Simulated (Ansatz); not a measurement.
Consider SrMnO3 (cubic perovskite) (Pm-3m).

```
Sr Mn O
1.0
     0.00000   -3.70351    0.00000
     0.00000    0.00000    3.70351
    -3.70351    0.00000    0.00000
Sr Mn O
1 1 3
Direct
  0.00000 0.00000 0.00000
  0.50000 0.50000 0.50000
  0.50000 0.50000 0.00000
  0.50000 0.00000 0.50000
  0.00000 0.50000 0.50000
```

The structure was relaxed with LDA. The structure type comes from a generator and need not be one that this composition takes. The structure was generated from a model, not taken from a measurement. The runs that relaxed it are not among those shown. The program's search for lower electronic states was switched off, so nothing shows that the state found is the lowest. PAW set soft_2, made with PBE.

A constrained-RPA run (Ansatz 0.2.0; non-magnetic LDA; Mn d + anion p, bands v11 to c3, 4×4×4 mesh, medium accuracy) builds 14 functions on bands 13 eV wide, with 21.0 electrons in the window. The bare on-site interaction is 23.4 eV and the bare J 0.83 eV.

**Question.** Estimate U, U′ and J.

On the Mn d shell, U = 10.89 eV (47 % of the bare value), U′ = 9.50 eV, J = 0.69 eV.

The parent state is non-magnetic and the interaction static (zero frequency); U depends on the window and the orbitals, so it belongs to this model alone. A window that holds the anion p bands defines a model with explicit ligands; its U belongs to that model and is not the U of DFT+U.

[Paths, hosts, dates, memory and timing lines, banners, echoed tables and standing remarks are left out of the program output.]

[Logs are printed without paths, hosts, clocks, repeated set-up lines and the standing remarks that a program may print on its own settings, such as how far it seeks lower states.]

[Runs of the session that timed out or met a known fault of the program may be left out.]

[Hosts, paths, dates, database ids (printed as entryN), source tags and the programs' standing remarks are cut or masked in the printed files.]
